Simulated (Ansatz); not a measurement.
# Dielectric function and optical constants of Mg3CuN (model structure)

Aim: the dielectric function of Mg3CuN (model structure), and the optical constants that follow from it. This is a made-up structure; whether it can be made isn't tested. It was built so: All Ag replaced by Cu and Mn replaced by Mg in the Pm-3m structure of Mn3AgN.

Method: DFT, PBE, plane-wave PAW, default files, scalar-relativistic, independent-particle optical response without local fields, in Ansatz 0.2.0.

Report form: inputs, costs, results and the conclusion, without the logs.

### Step 1. Starting point

It takes space group Pm-3m (No. 221, cubic). The conventional cell has a = 3.979 Å, b = 3.979 Å, c = 3.979 Å, α = 90.00°, β = 90.00°, γ = 90.00°. Nearest to Cu lie 12 Mg at 2.81 Å. Mg has 2 N at 1.99 Å nearest. Nearest to N lie 6 Mg at 1.99 Å. Farther neighbours, and contacts between anions beyond the nearest, are not listed.

### Step 2. Relaxation

Spectra hang on bond lengths, so the cell is first brought to its minimum.

This step: DFT, PBE, plane-wave PAW, default files, scalar-relativistic, relaxation (Ansatz 0.2.0).

File input.yaml:

```yaml
crystal:
  lattice:
    - [3.9794955, 0.0, 0.0]
    - [0.0, 3.9794955, 0.0]
    - [0.0, 0.0, 3.9794955]
  atoms:
    - { symbol: Cu, position: [0.0, 0.0, 0.0] }
    - { symbol: Mg, position: [0.5, 0.5, 0.0] }
    - { symbol: Mg, position: [0.5, 0.0, 0.5] }
    - { symbol: Mg, position: [0.0, 0.5, 0.5] }
    - { symbol: "N", position: [0.5, 0.5, 0.5] }
kpoints:
  mp_grid: { grid: [6, 6, 6] }
scf:
  occupations: { method: fermi_dirac, width: 0.05 }
hamiltonian:
  xc: pbe
  pseudopotentials: { kind: paw }
output:
  forces: true
  stress: true
relax:
  f_tol: 0.02
  max_steps: 50
  cell: {}
```

Launch:

```
ansatz run input.yaml --threads 2 --pin off --max-ram 5120MiB --backend cpu --events-out ev --progress --plain --runs-dir out
```

Elapsed: 8.6 s, on 2 threads of Arm Neoverse V2, shared host; peak memory 0.36 GiB.

Step by step:

```csv
step,energy less that of the first step (eV),largest force component (eV/Å),pressure (GPa),volume (Å³)
1,0.0000,0.0000,21.60,63.02
2,-0.5825,0.0000,8.65,69.45
3,-0.7349,0.0000,1.62,74.51
4,-0.7407,0.0000,-0.16,76.08
5,-0.7409,0.0000,0.00,75.94
6*,-0.7683,0.0000,0.52,75.94
7,-0.7687,0.0000,0.04,76.42
8*,-0.7692,0.0000,0.04,76.42
```

Relaxation steps marked * repeat the geometry before them on a plane-wave basis chosen anew for their cell, so energy and pressure can jump there.

The run keeps the 48 symmetry operations that the program found, so distortions that break them were not tested.

```csv
"conventional cell, symmetrised",before,after,change
a (Å),3.979,4.244,+6.6 %
b (Å),3.979,4.244,+6.6 %
c (Å),3.979,4.244,+6.6 %
volume (Å³/atom),12.60,15.28,+21.3 %
```

Final coordinates:

```xyz
5
Lattice="4.2436 0.0000 0.0000 0.0000 4.2436 0.0000 0.0000 0.0000 4.2436" Properties=species:S:1:pos:R:3 pbc="T T T"
Cu    0.0000    0.0000    0.0000
Mg    2.1218    2.1218    0.0000
Mg    2.1218    0.0000    2.1218
Mg    0.0000    2.1218    2.1218
N     2.1218    2.1218    2.1218
```

The relaxation ends with a pressure of 0.04 GPa.

### Step 3. Ground state and bands

First the ground state: is it a metal or has it a gap?

This step: DFT, PBE, plane-wave PAW, default files, scalar-relativistic, ground state (Ansatz 0.2.0).

File input.yaml:

```yaml
crystal:
  lattice:
    - [4.2435950711, 0.0, 0.0]
    - [0.0, 4.2435950711, 0.0]
    - [0.0, 0.0, 4.2435950711]
  atoms:
    - { symbol: Cu, position: [0.0, 0.0, 0.0] }
    - { symbol: Mg, position: [0.5, 0.5, 0.0] }
    - { symbol: Mg, position: [0.5, 0.0, 0.5] }
    - { symbol: Mg, position: [0.0, 0.5, 0.5] }
    - { symbol: "N", position: [0.5, 0.5, 0.5] }
kpoints:
  mp_grid: { grid: [5, 5, 5] }
  band_path:
    path:
      - [[0.0, 0.0, 0.0], [0.0, 0.5, 0.0], [0.5, 0.5, 0.0], [0.0, 0.0, 0.0], [0.5, 0.5, 0.5], [0.0, 0.5, 0.0]]
      - [[0.5, 0.5, 0.0], [0.5, 0.5, 0.5]]
    npoints: 11
scf:
  occupations: { method: fermi_dirac, width: 0.05 }
  n_extra_bands: 9
hamiltonian:
  xc: pbe
  pseudopotentials: { kind: paw }
output:
  forces: true
  stress: true
  populations: true
  write_bands: true
```

The job ended after 2.4 s (2 threads; peak memory 0.37 GiB; 4.6 s of CPU time).

Read-outs:

```
free energy         : -12781.9457 eV
Fermi energy        : 8.527 eV
electrons           : 54
symmetry operations : 48
pressure            : -0.2632 GPa
volume              : 76.42 Å³
gap on the path     : 0 eV
```

There are states at the Fermi level within the smearing, so the occupations stay smeared and the carriers get a Drude term. The cell is left with a pressure of -0.3 GPa after its relaxation.

Electronic bands along the path, in eV, zero at the Fermi level; # counts the bands kept:

```csv
point,#7,#8,#9,#10,#11,#12,#13,#14
Γ,-2.64,-2.64,-2.64,2.58,2.58,2.96,2.96,2.96
0.45 of the way,-2.63,-2.55,-2.55,0.55,2.61,2.61,2.93,4.72
X,-2.49,-2.40,-2.40,-1.39,2.10,2.10,3.87,5.01
0.55 of the way,-2.55,-2.55,-2.14,-0.79,0.73,2.78,3.65,5.37
M,-2.73,-2.52,-2.41,0.38,0.38,2.22,3.96,4.82
0.45 of the way,-2.62,-2.50,-2.03,-0.38,0.82,2.69,4.45,4.64
Γ,-2.64,-2.64,-2.64,2.58,2.58,2.96,2.96,2.96
0.45 of the way,-2.54,-2.54,-2.09,0.62,0.62,0.81,4.98,4.98
R,-2.40,-2.40,-1.58,-1.39,-1.39,-1.39,4.63,4.63
0.55 of the way,-2.54,-2.41,-2.04,-0.68,0.03,2.10,3.68,4.69
X,-2.49,-2.40,-2.40,-1.39,2.10,2.10,3.87,5.01
jump to M,-2.73,-2.52,-2.41,0.38,0.38,2.22,3.96,4.82
0.45 of the way,-2.53,-2.52,-2.39,-0.34,-0.34,1.40,3.08,4.67
R,-2.40,-2.40,-1.58,-1.39,-1.39,-1.39,4.63,4.63
```

### Step 4. Spectrum

With the density converged, the vertical transitions are summed over the zone.

This step: DFT, PBE, plane-wave PAW, default files, scalar-relativistic, independent-particle optical response without local fields (Ansatz 0.2.0).

input.yaml, the sections that differ from step 3:

```yaml
kpoints:
  mp_grid: { grid: [7, 7, 7] }
scf:
  occupations: { method: fermi_dirac, width: 0.1 }
output:
  optics:
    e_range: [0, 40]
    de: 0.05
    sigma: 0.15
    drude_damping: 0.1
    nscf_kmesh: { grid: [8, 8, 8] }
    bands: auto
# crystal, hamiltonian: as in step 3
```

Run time: 61 s. Hardware: 2 threads; peak memory 1.3 GiB.

This step gave:

| Property | Result |
| --- | --- |
| main peak of the optical conductivity above 1 eV, first axis | 1.380 eV |
| centre of weight of the strongest loss peak in the window | 14.70 eV |
| Drude plasma energy, first axis | 4.679 eV |
| bands summed | 132 |
| spectra valid up to | 60.5085 eV |
| program's estimate of the k-sum error in Im epsilon | 0.3 % |
| electrons in the f-sum | 28.98 |

Im ε, any direction against photon energy; read off at these points:

photon energy (eV), Im ε, any direction and a bar:
```
        2       11.1 ##############################
        4        6.1 ################
        6        2.9 ########
        8        2.1 #####
       10        1.1 ###
       12        0.9 ##
       14        0.5 #
       16        0.4 #
       18        0.5 #
       20        0.3 #
       22        0.2 
       24        0.2 
       26        0.1 
       28        0.1 
       30        0.2 
       32        0.1 
       34        0.1 
       36        0.1 
       38        0.1 
       40        0.1
```

Table of Re ε, any direction by photon energy:

```csv
photon energy (eV),"Re ε, any direction"
2,-6.04
4,-0.211
6,-1.93
8,-0.387
10,-0.208
12,-0.0161
14,0.230
16,0.371
18,0.441
20,0.515
22,0.654
24,0.682
26,0.784
28,0.831
30,0.863
32,0.883
34,0.922
36,0.885
38,0.896
40,0.937
```

Refractive index n and extinction k against photon energy:

```csv
photon energy (eV),n,k
1,3.16,4.20
2,1.81,3.05
3,1.40,2.45
4,1.71,1.77
5,1.45,1.88
6,0.871,1.64
7,0.888,1.04
8,0.932,1.12
9,0.704,1.17
10,0.679,0.818
11,0.747,0.875
12,0.664,0.676
13,0.628,0.612
14,0.641,0.425
15,0.624,0.392
16,0.688,0.320
17,0.799,0.280
18,0.737,0.320
19,0.736,0.218
20,0.746,0.205
21,0.779,0.150
22,0.822,0.144
23,0.824,0.138
24,0.835,0.123
25,0.846,0.0721
26,0.889,0.0754
27,0.902,0.0718
28,0.915,0.0772
29,0.925,0.0780
30,0.932,0.0833
31,0.926,0.0815
32,0.942,0.0575
33,0.953,0.0674
34,0.963,0.0691
35,0.963,0.0827
36,0.944,0.0770
37,0.946,0.0663
38,0.949,0.0610
39,0.960,0.0484
40,0.969,0.0501
```

Values under 1 per cm are given as 1. The absorption coefficient, any direction by photon energy:

```csv
photon energy (eV),"absorption coefficient, any direction (1/cm)"
1.00,4.3e5
2.00,6.2e5
3.00,7.5e5
4.00,7.2e5
5.00,9.5e5
6.00,1.0e6
7.00,7.4e5
8.00,9.1e5
9.00,1.1e6
10.00,8.3e5
11.00,9.8e5
12.00,8.2e5
13.00,8.1e5
14.00,6.0e5
15.00,6.0e5
16.00,5.2e5
17.00,4.8e5
18.00,5.8e5
19.00,4.2e5
20.00,4.1e5
21.00,3.2e5
22.00,3.2e5
23.00,3.2e5
24.00,3.0e5
25.00,1.8e5
26.00,2.0e5
27.00,2.0e5
28.00,2.2e5
29.00,2.3e5
30.00,2.5e5
31.00,2.6e5
32.00,1.9e5
33.00,2.3e5
34.00,2.4e5
35.00,2.9e5
36.00,2.8e5
37.00,2.5e5
38.00,2.3e5
39.00,1.9e5
40.00,2.0e5
```

The reflectivity at normal incidence, any direction has structure finer than the step of the table below, so its rows give means over 2 eV. Peaks (eV: height): 5.5: 48.3, 8.9: 34.4.

The reflectivity at normal incidence, any direction by photon energy; means over each step:

```csv
photon energy (eV),"reflectivity at normal incidence, any direction (%)"
2,57.3
4,39.4
6,41.1
8,25.4
10,23.5
12,19.1
14,13.1
16,6.22
18,4.77
20,3.15
22,1.66
24,1.24
26,0.550
28,0.350
30,0.299
32,0.215
34,0.178
36,0.231
38,0.151
```

From ε follow the optical constants at some laser lines:

```csv
wavelength (nm),n,k,R (%),1/α
1550,2.75,4.924,71.3,25 nm
800,2.43,3.950,64.5,16 nm
633,1.83,3.123,58.8,16 nm
450,1.81,2.652,51.5,14 nm
405,1.36,2.345,50.8,14 nm
365,1.39,1.960,41.8,15 nm
193,0.61,1.340,44.5,11 nm
```

A polished face would reflect 53 % of daylight and look light grey (CIE x = 0.325, y = 0.328 under D65).

### Step 5. Results

| Property | Result |
| --- | --- |
| gap on the path | 0 eV |
| main peak of the optical conductivity above 1 eV, first axis | 1.38 eV |
| Drude plasma energy, first axis | 4.68 eV |
| centre of weight of the strongest loss peak in the window, first axis | 14.7 eV |

In words: At this level (PBE, independent particles) Mg3CuN is a metal with a Drude plasma energy of 4.7 eV; it reflects 51 % at 550 nm. The cell grew by 21.3 % in volume. Along x the bare Drude plasma energy is 4.7 eV; Re ε first rises through zero at 10.30 eV, higher, since interband strength adds to the carriers'. The strongest loss structure up to 40 eV has its centre of weight at 14.7 eV; a free-electron gas of the 29.0 electrons in the f-sum would put its plasmon at 22.9 eV. A polished face would reflect 53 % of daylight and look light grey (CIE x = 0.325, y = 0.328 under D65). In the base run ε includes the program's bounded estimate of what the bands above those summed add. The carriers' damping of 0.1 eV is typed, not computed; at 0.8 eV the carriers give 16 % of Im ε, the rest is interband. The Fermi-Dirac width of 0.1 eV acts as an electron temperature of 1200 K in the carriers' term.

[Long decimals in the printed logs are rounded to 6 places.]

[Logs are printed without paths, hosts, clocks, repeated set-up lines and the standing remarks that a program may print on its own settings, such as how far it seeks lower states.]

[Hosts, paths, dates, database ids (printed as entryN), source tags and the programs' standing remarks are cut or masked in the printed files.]

[Where the starting crystal was built by hand or by swapping elements, it need not be the compound's stable phase.]

[The count of steps not shown may lack steps that the program refused or didn't finish.]
